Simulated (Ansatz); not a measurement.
The compound is TiTe2 (1H sheet).

The cell holds 3 atoms: 1 Ti and 2 Te. Its edges and angles: a = 3.760 Å, b = 3.760 Å, c = 30.970 Å, α = 90.0°, β = 90.0°, γ = 120.0°. Vacuum lies along c.

```xyz
3
Lattice="-3.2562 1.8799 0.0000 0.0000 -3.7599 0.0000 0.0000 0.0000 30.9699" Properties=species:S:1:pos:R:3
Ti    0.0000    0.0000    9.6133
Te   -1.0854   -1.8799   11.3934
Te   -1.0854   -1.8799    7.8332
```

The structure was relaxed with PBE. The structure was generated from a model, not taken from a measurement. The runs that relaxed it are not among those shown. The program's search for lower electronic states was switched off, so nothing shows that the state found is the lowest. Spin-orbit coupling is left out unless a run names it. PAW set soft_2, made with PBE.

A constrained-RPA run (Ansatz 0.2.0; non-magnetic PBE; Ti d + anion p, bands v6 to c5, 6×6×1 mesh, medium accuracy) builds 11 functions on bands 7.7 eV wide, with 12.0 electrons in the window. The bare on-site interaction is 16.0 eV and the bare J 0.54 eV.

**Question.** Estimate U, U′ and J.

On the Ti d shell, U = 8.02 eV (50 % of the bare value), U′ = 7.15 eV, J = 0.44 eV.

The parent state is non-magnetic and the interaction static (zero frequency); U depends on the window and the orbitals, so it belongs to this model alone. A window that holds the anion p bands defines a model with explicit ligands; its U belongs to that model and is not the U of DFT+U.

[Paths, hosts, dates, memory and timing lines, banners, echoed tables and standing remarks are left out of the program output.]

[Logs are printed without paths, hosts, clocks, repeated set-up lines and the standing remarks that a program may print on its own settings, such as how far it seeks lower states.]

[Runs of the session that timed out or met a known fault of the program may be left out.]

[Hosts, paths, dates, database ids (printed as entryN), source tags and the programs' standing remarks are cut or masked in the printed files.]
